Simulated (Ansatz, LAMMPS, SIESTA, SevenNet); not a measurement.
# Amorphous Zn13Cd21Se12S22 (68 atoms) in other programs, against a plane-wave reference

Aim: run amorphous Zn13Cd21Se12S22 (68 atoms) in several programs and set results and cost side by side. A plane-wave run serves as the reference.

Calculated with Ansatz 0.2.0; Kohn-Sham DFT, PBE, PAW, plane waves.

## 1. Set-up

The cell holds 68 atoms: 13 Zn, 21 Cd, 12 Se and 22 S. Cell: a = 11.980 Å, b = 11.980 Å, c = 11.980 Å, α = 90.0°, β = 90.0°, γ = 90.0°. 68 atoms (13 Zn, 21 Cd, 12 Se, 22 S) placed at random at 4.7 g/cm³, melted at 2500 K for 10 ps at fixed volume with the Stillinger-Weber II-VI potential (Zhou et al., Phys. Rev. B 88, 085309 (2013)). Quenched from 2500 K to 300 K at 100 K/ps and fixed volume, annealed at 700 K for 50 ps, held 5 ps.

## 2. Reference: Ansatz, plane waves

The PAW files are the set soft_2.

File input.yaml:

```yaml
crystal:
  lattice:
    - [11.9802, 0.0, 0.0]
    - [0.0, 11.9802, 0.0]
    - [0.0, 0.0, 11.9802]
  atoms:
    - { symbol: Zn, position: [0.09468, 0.97735, 0.956] }
    - { symbol: Zn, position: [0.71784, 0.01148, 0.19044] }
    - { symbol: Zn, position: [0.76634, 0.33115, 0.19271] }
    - { symbol: Zn, position: [0.9206, 0.24668, 0.0008] }
    [... 58 atom lines left out ...]
    - { symbol: S, position: [0.34024, 0.87833, 0.36687] }
    - { symbol: S, position: [0.97734, 0.94292, 0.79822] }
    - { symbol: S, position: [0.17052, 0.29003, 0.75025] }
    - { symbol: S, position: [0.65876, 0.38328, 0.03391] }
    - { symbol: S, position: [0.09676, 0.18249, 0.94725] }
    - { symbol: S, position: [0.86966, 0.65668, 0.31111] }
kpoints:
  mp_grid: { grid: [1, 1, 1] }
hamiltonian:
  xc: pbe
scf:
  occupations: { method: fermi_dirac, width: 0.05 }
output:
  forces: true
  eigenvalues: true
```

Command:

```bash
> ansatz run input.yaml --threads 16 --pin off --max-ram 31232MiB --backend cpu --events-out ev --progress --plain --runs-dir out
```

Log:

```text
[...]
Pseudopotentials: kind: paw
Pseudopotential: Zn, paw, valence charge 12, recommended cutoff 420 eV (normal), Zn.paw.azcp
Pseudopotential: Cd, paw, valence charge 20, recommended cutoff 420 eV (normal), Cd.paw.azcp
Pseudopotential: Se, paw, valence charge 16, recommended cutoff 420 eV (normal), Se.paw.azcp
Pseudopotential: S, paw, valence charge 6, recommended cutoff 420 eV (normal), S.paw.azcp
[... 5 lines on functional and potentials left out ...]
Crystal: 68 atoms, lattice volume = 1719.461 Å³
Basis set: ecut = 420 eV, 33401 PW (Γ), exchange–correlation on 162×162×162 points (8 copies of the dense FFT grid, shifted against one another)
Bands: 540, of which v1, the nominal top of the filled ones, is band 450 counted from 1 (449 counted from 0)
Symmetry: 1 space group operations
Space group: P1 (ITA 1), of the structure as read, at distance tolerance 1.2e-4 Å
k-points: 1
[... 9 lines on functional and potentials left out ...]
Initial density: superposition of atomic densities (neutral atoms: chi_scale 0, normalization atom), corrected by the library's trained network
Initial wavefunctions: pseudopotential atomic-orbital guess
[...]
SCF iter   1: F=—  HF=-301985.546935 eV  |F-HF|=—  |Δ(HF+E_count)|=         —  Δρ=3.21e-3  dr2=5.54e-1  ethr=1.77e-3  ⟨swp⟩=6.0  Hψ=1921  notcnv=0  defer=17
preconditioner: auto → LDOS  [metal: Δε(μ)=0.098 eV  Ē_g=10.622 eV  σ=0.050 eV  W_gap=0.45  n_scr=436 (ndim 8)  ℏωp=22.2 eV  f_vac=0.116  D(μ)=20.90/eV (n_scr^D=80)  β→1.0]
[...]
SCF iter  13: F=—  HF=-301985.485412 eV  |F-HF|=—  |Δ(HF+E_count)|=   8.09e-8  Δρ=2.37e-6  dr2=1.80e-7  ethr=8.53e-11  ⟨swp⟩=2.0  Hψ=742  notcnv=0  defer=72
SCF iter  14: F=-301985.485412 eV  HF=-301985.485412 eV  |F-HF|=3.31e-8  |Δ(HF+E_count)|=   1.23e-8  Δρ=1.18e-6  dr2=4.35e-8  ethr=1.11e-11  ⟨swp⟩=10.0  Hψ=2277  notcnv=0
SCF 1 converged in 14 iterations: F = -301985.485412 eV  dr2 = 4.35e-8
[...]
SCF converged after 14 iterations
Free energy (F): -301985.485412 eV
Harris-Foulkes:  -301985.485412 eV  (|F-HF|=3.31e-8)
Internal energy: -301985.295184 eV  (E = F + TS)
E sigma→0 (E₀):  -301985.390298 eV
Entropy (-TS):   -0.190228 eV (-2.797 meV/atom)
Fermi energy:    7.136685 eV
--- Per-component energies (eV) ---
[...]
Σ components = -301985.485412   (vs F -301985.485412, Δ=0.00e0)
--- Forces (eV/Å), atoms counted from 1 ---
  atom   1  Zn    -0.03622774     0.54258591     0.49104280
  atom   2  Zn     0.31790901     0.01766390     0.12853457
  atom   3  Zn    -0.05161477    -0.59956745    -0.03570808
  atom   4  Zn     0.30000652    -0.61555390    -0.50850758
[...]
atom  68  S      0.01194658    -0.01681827     0.87088924
  max |Σ_I F_I| component: 6.46e-5 eV/Å
--- Band table (eV) ---
  k-point 0: bands = ["-95.9581", "-95.7713", "-95.6915", "-95.6162", [... 524 levels ...], "12.8940", "12.9495", "13.0120", "13.0463", "13.0946", "13.1412", "13.1790", "13.2314", "13.2442", "13.2922", "13.3202", "13.3288"]
```

It took 21 s on 16 threads of Arm Neoverse N1, shared host; peak memory 2.8 GiB.

Reading the cycles: dr2 is the Hartree energy of the density residual (eV), the measure of convergence; HF is the Harris–Foulkes estimate of the energy, which meets the free energy F at convergence.

The run gave:

```
free energy                             : -301985.4854 eV
free energy per atom                    : -4440.9630 eV/atom
SCF cycles                              : 14
r.m.s. force component                  : 0.503 eV/Å
longest force                           : 1.874 eV/Å
Fermi energy                            : 7.137 eV
levels partly filled by over 2 per cent : 4
```

Neighbours are counted within 3.02 Å (S-Cd), 2.98 Å (S-Zn), 2.54 Å (S-Se), 3.12 Å (Cd-Se), 2.93 Å (Zn-Se).

Length of the force by element and coordination:

```tsv
element	coordination	atoms	mean length of the force (eV/Å)	spread	least	most
Cd	all	21	0.740	0.278	0.311	1.34
Cd	2	4	0.655	0.121	0.540	0.857
Cd	3	7	0.707	0.248	0.311	1.09
Cd	4	10	0.798	0.327	0.331	1.34
S	all	22	0.881	0.400	0.252	1.87
S	3	7	1.16	0.374	0.817	1.87
S	4	15	0.751	0.342	0.252	1.76
Se	all	12	0.887	0.371	0.231	1.49
Se	2	2	0.853	0.468	0.385	1.32
Se	3	5	0.994	0.368	0.512	1.49
Se	4	4	0.748	0.313	0.231	1.00
Se	5	1	0.977	0	0.977	0.977
Zn	all	13	0.688	0.222	0.343	1.14
Zn	2	1	0.343	0	0.343	0.343
Zn	3	2	0.735	0.132	0.603	0.868
Zn	4	10	0.713	0.218	0.435	1.14
```

The levels nearest the highest filled one (over half full), pooled over k-points and spins:

```tsv
level less the highest filled one (eV)	occupation
-0.545	2
-0.363	2
-0.237	1.99
-0.0886	1.90
-0.0456	1.77
0	1.52
0.0809	0.771
0.256	0.037
0.359	0.005
0.568	0
0.624	0
0.715	0
```

## 3. Structure statistics

Density 4.70 g/cm³, 25.29 Å³ an atom.

g(r), total and by pair (bins of 0.2 Å):

```tsv
r (Å)	total	S-S	S-Cd	S-Zn	S-Se	Cd-Cd	Cd-Zn
2.20	0.12	0.00	0.00	0.94	0.00	0.00	0.00
2.40	2.49	0.00	3.00	12.45	0.84	0.00	0.00
2.60	2.46	0.00	6.36	1.09	0.36	0.00	0.00
2.80	0.57	0.35	0.60	0.00	0.00	0.78	0.31
3.00	0.20	0.65	0.00	0.00	0.00	0.68	0.00
3.20	0.43	0.00	0.14	0.00	0.00	0.32	0.48
3.40	0.25	0.47	0.37	0.22	0.00	0.52	0.21
3.60	0.98	2.39	0.22	0.74	1.24	0.70	1.72
3.80	1.27	1.98	0.40	0.52	2.16	1.92	2.10
4.00	1.69	2.97	0.83	0.43	3.26	2.50	2.18
4.20	1.53	1.29	1.35	1.07	2.20	2.47	2.27
4.40	1.33	0.73	1.15	0.98	2.55	2.08	1.30
4.60	1.34	1.21	1.67	1.47	0.86	1.76	0.72
4.80	0.95	0.61	1.46	1.03	0.57	0.69	0.65
5.00	0.46	0.23	0.59	0.47	0.84	0.13	0.20
5.20	0.75	0.42	0.77	1.15	0.48	0.56	0.55
5.40	0.86	0.77	0.71	0.82	0.88	0.53	0.77
5.60	1.01	0.72	0.99	1.61	0.75	0.89	0.96
5.80	0.98	0.93	0.88	1.56	0.61	0.56	1.04
```

Bonds by pair of elements; cutoffs follow the first minimum of g(r), held within bounds set by covalent radii, and pairs that aren't listed don't count as bonded:

```tsv
pair A-B	cutoff (Å)	bonds	mean length (Å)	spread (Å)	shortest (Å)	B about A	A about B
S-Cd	3.02	44	2.56	0.099	2.35	2	2.10
S-Zn	2.98	35	2.41	0.069	2.24	1.59	2.69
S-Se	2.54	2	2.50	0.002	2.49	0.091	0.167
Cd-Se	3.12	25	2.69	0.131	2.50	1.19	2.08
Zn-Se	2.93	13	2.54	0.087	2.41	1	1.08
```

How many atoms have how many bonded neighbours:

```tsv
element	mean	2	3	4	5
Cd	3.29	4	7	10	0
S	3.68	0	7	15	0
Se	3.33	2	5	4	1
Zn	3.69	1	2	10	0
```

Rings of the network by King's shortest-path rule, up to 12 atoms, one path for each pair of neighbours; H, halogens, alkali and alkaline-earth atoms are left out, and the last column divides by all other atoms, bonded or not:

```tsv
ring size (atoms)	rings	per network atom
4	1	0.015
5	5	0.074
6	42	0.618
7	3	0.044
8	37	0.544
9	5	0.074
10	9	0.132
```

## 4. What was run beside it

The programs:
- SIESTA 5.4.2: numerical atomic orbitals, whose automatically made sets are far from complete, with PseudoDojo norm-conserving potentials that we converted to its format (checked against plane waves on the same files for H, C, O, Si, Ge and Ca alone); labels give functional, basis size, energy shift and mesh cutoff.
- SevenNet: machine-learned potential, published weights.

All use the same cell and atoms; the electronic-structure runs use the same k-mesh, and an electronic temperature of 580 K (0.05 eV) where levels are smeared.

Differences are against the plane-wave reference, forces as r.m.s. over components; share is that over the reference's r.m.s. force, slope the least-squares factor from reference forces to these. Total energies of different programs have different zeros and aren't compared.

```tsv
run	Δ force, r.m.s. (meV/Å)	share (%)	slope	cores	CPU time	memory (GiB)
reference	-	-	-	16	4.7 min	2.8
SIESTA PBE, DZP, shift 0.01 Ry, mesh 350 Ry	152	30.3	1.023	4	7.4 min	1.8
SIESTA PBE, SZ, shift 0.02 Ry, mesh 350 Ry (coarse)	653	130	1.573	4	4.1 min	1.2
SevenNet 0 potential	141	28.0	0.821	4	14 s	0.7
```

Rows marked coarse were listed beforehand as settings not expected to be converged; some can still land near the reference.

Times of the machine-learned potentials are mostly Python's start and the loading of weights.

CPU time is summed over cores on a shared host, where runs went side by side, so it is rough. Symmetry, cutoffs, thresholds, outputs and thread counts weren't matched or tuned between programs; memory under MPI is the largest rank's times the ranks.

## 5. What came out

| Item | Value |
| --- | --- |
| reference r.m.s. force component | 0.503 eV/Å |
| nearest in forces | SevenNet 0 potential, 28 % |
| farthest in forces | SIESTA PBE, SZ, shift 0.02 Ry, mesh 350 Ry (coarse), 130 % |
| cheapest electronic-structure run beside the reference | SIESTA PBE, SZ, shift 0.02 Ry, mesh 350 Ry, 4.1 min of CPU time |

**Reading.** The PBE run in local orbitals, coarse settings apart, differs by 30 % (SIESTA PBE, DZP, shift 0.01 Ry, mesh 350 Ry); basis, grid and potentials can all enter. Machine-learned potentials differ by 28 % (SevenNet 0 potential); they were trained on other programs' data. Among those trained on PBE data the slope goes as low as 0.82, which softening far from their training structures can give, though the reference's k-sampling is untested too. Runs with settings chosen to be coarse differ by 130 % (SIESTA PBE, SZ, shift 0.02 Ry, mesh 350 Ry), their programs' other errors included. None of the electronic-structure runs in the table takes under half the reference's CPU time of 4.7 min; they take 0.86 to 1.6 times as much. In the reference: counting bands leaves a spacing of only 0.081 eV (at Γ alone), which the smearing bridges: 4 levels are partly filled by over 2 %, so a gap, if any, is small at this level. In the reference: By these cutoffs 48 % of Cd atoms have 4, 68 % of S atoms have 4, 42 % of Se atoms have 3 and 77 % of Zn atoms have 4 bonded neighbours. The potentials hold different valence shells: 900 electrons in the reference, 1004 in SIESTA; this bears on time and differences. Machine-learned potentials mimic data converged in k, so the reference's own k-point error enters their differences. The quench rate of 100 K/ps is many orders above laboratory rates, so the cell is likely richer in defects and strain than a real sample. The network of bonds at the start is that of the classical potential that made the cell, and needn't be the one that DFT or experiment would give. The electronic-structure runs sample only Γ, in a cell whose shortest periodic width is 12 Å, which is coarse for a cell with partly filled levels.

[Also dropped from logs without a mark: logging warnings of Python, and SIESTA's first energy breakdown and zero terms.]

[Logs are printed without paths, hosts, clocks, repeated set-up lines and the standing remarks that a program may print on its own settings, such as how far it seeks lower states.]

[Hosts, paths, dates, database ids (printed as entryN), source tags and the programs' standing remarks are cut or masked in the printed files.]
